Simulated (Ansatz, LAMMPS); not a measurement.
# Glassy NaFeSi2O6 (120 atoms) under strain: runs compared

How stiff is glassy NaFeSi2O6 (120 atoms), and how do its levels respond to strain?

Computed with Ansatz 0.2.0: Kohn-Sham DFT, PBE, PAW (set soft_2), plane waves.

## (1) The cell

The cell holds 120 atoms: 12 Fe, 12 Na, 72 O and 24 Si. Cell: a = 11.856 Å, b = 11.856 Å, c = 11.856 Å, α = 90.0°, β = 90.0°, γ = 90.0°. 120 atoms (12 Fe, 12 Na, 72 O, 24 Si) placed at random at 2.76 g/cm³, melted at 4500 K for 20 ps at fixed volume with the Morse and Coulomb pair potential with partial charges (Pedone, Malavasi, Menziani, Cormack and Segre, J. Phys. Chem. B 110, 11780 (2006)). Quenched from 4500 K to 300 K at 10 K/ps and fixed volume, held 5 ps.

What the set-up can't give: The quench rate of 10 K/ps is orders of magnitude faster than experiment, which tends to freeze in extra defects. The network of bonds at the start is that of the classical potential that made the cell, and needn't be the one that DFT or experiment would give. Without a Hubbard term or exact exchange, open shells on Fe are likely too delocalised. The Brillouin zone is sampled at Γ only.

## (2) The reference run

The reference is a single point at the end of the relaxation.

Every strained cell starts from the geometry of this run, and its atoms are relaxed with the cell held.

Its input, with most atom lines left out:

```yaml
crystal:
  lattice:
    - [11.79337, 0.22185, -0.21404]
    - [0.22185, 12.10056, 0.07477]
    - [-0.21404, 0.07477, 11.56599]
  atoms:
    - { symbol: Fe, position: [0.05061, 0.98785, 0.50252], spin: 5.0 }
    - { symbol: Fe, position: [0.8533, 0.06916, 0.6509], spin: 5.0 }
    - { symbol: Fe, position: [0.1371, 0.43283, 0.50575], spin: -5.0 }
    - { symbol: Fe, position: [0.37847, 0.69704, 0.78579], spin: 5.0 }
    - { symbol: Fe, position: [0.85968, 0.53692, 0.8227], spin: 5.0 }
    - { symbol: Fe, position: [0.45269, 0.65597, 0.45939], spin: -5.0 }
    - { symbol: Fe, position: [0.19612, 0.19808, 0.54123], spin: -5.0 }
    [... atom lines 8 to 120 left out ...]
magnetization:
  spin_polarized: true
kpoints:
  mp_grid: { grid: [1, 1, 1] }
hamiltonian:
  xc: pbe
scf:
  occupations: { method: fermi_dirac, width: 0.05 }
  lower_state_search: "off"
output:
  forces: true
  stress: true
  populations: intrinsic
  dos:
    method: { smearing: { sigma: 0.08 } }
    de: 0.1
    projected: { site_lists: { Fe: [Fe], Na: [Na], O: [O], Si: [Si] } }
  eigenvalues: true
  write_density: true
  write_potential: true
  volumetric_format: npy
```

```
free energy per atom   : -1065.0215 eV/atom
r.m.s. force component : 0.00899 eV/Å
pressure               : -0.0002572 GPa
total moment           : 0.002944 μB
```

Filled and empty levels are parted by 0.575 eV (at Γ alone); a semilocal functional tends to put such gaps too low. In a disordered cell it changes from sample to sample, and tail or defect levels can set it.

## (3) The runs

Each row is one run, on 8 threads of Intel Xeon at 2.70GHz, shared host. The free energy is the program's total, comparable only between runs with the same functional and atoms.

```
                                 run  atoms    outcome  relaxation steps  free energy (eV)     time  host memory (GiB)
           Single point at the start    120  converged                 -       -127791.172     94 s                4.6
              Cell and atoms relaxed    120  converged                26       -127802.580   21 min                4.7
Single point at the relaxed geometry    120  converged                 -       -127802.580     93 s                4.7
                         Volume -3 %    120  converged                 8       -127802.323  4.6 min                4.6
                         Volume +3 %    120  converged                11       -127802.346  8.7 min                4.9
                         Volume -6 %    120  converged                12       -127801.563  6.9 min                4.5
                         Volume +6 %    120  converged                19       -127801.843   13 min                5.0
                        Volume -10 %    120  converged                17       -127799.706   11 min                4.3
```

In some runs the program notes that the exchange-correlation potential is rough where the density is thin and the SCF threshold is loose for the stress.

## (4) Pressure against volume

Atoms are relaxed at each volume, in the scaled cell.

```
volume change (%)  volume (Å³/atom)  energy change (meV/atom)  pressure (GPa)  largest move on relaxing (Å)  bonds  gap (eV)
              -10            12.370                     23.95            5.55                          0.86    219               0.451
               -6            12.920                      8.48            3.36                          0.54    215               0.453
               -3            13.332                      2.14            1.65                          0.17    212               0.519
               +0            13.745                      0.00            0.00                             -    211               0.575
               +3            14.157                      1.95           -1.46                          0.19    208               0.620
               +6            14.569                      6.14           -2.19                          0.68    204               0.606
```

## (5) What came out

The bulk modulus, from the slope of pressure against ln V over the three points nearest the relaxed volume, is 51.8 GPa; between neighbouring points the slope runs 50, 54, 54, 49 and 26 GPa from the smallest volume up, not steadily, so no pressure derivative is given. The count of bonds runs from 204 to 219 over the series, so at some points contacts cross the cutoffs. At -10 %, -6 % and +6 % some atom moved by over 0.5 Å on relaxing, so those points may sit in another local minimum. The gap changes by +1.2 eV per unit of ln V, on the run's k-points.

**Limits.** Strains are finite and relaxations stop at the force tolerance of the input, which can leave moduli too stiff; they are those of a static cell at zero temperature. Volumes are changed with the cell's shape held, so in an anisotropic solid the modulus lies over the one under free hydrostatic load. The program notes that the SCF threshold of the relaxations is loose for the stress. In the spin-polarised runs the search for a state of lower energy was switched off. The run was spin polarised, started with 6 moments up and 6 down in a pattern of our own, ending at 0.0 μB in the cell; that starting order needn't be the real material's, and it bears on forces, charges and levels. With open d shells in the cell, the gap can be one between d levels of these ions, not the gap of the host.

The DFT runs together took 69 min of wall time.

[Long decimals in the printed logs are rounded to 6 places.]

[Logs are printed without paths, hosts, clocks, repeated set-up lines and the standing remarks that a program may print on its own settings, such as how far it seeks lower states.]

[Hosts, paths, dates, database ids (printed as entryN), source tags and the programs' standing remarks are cut or masked in the printed files.]
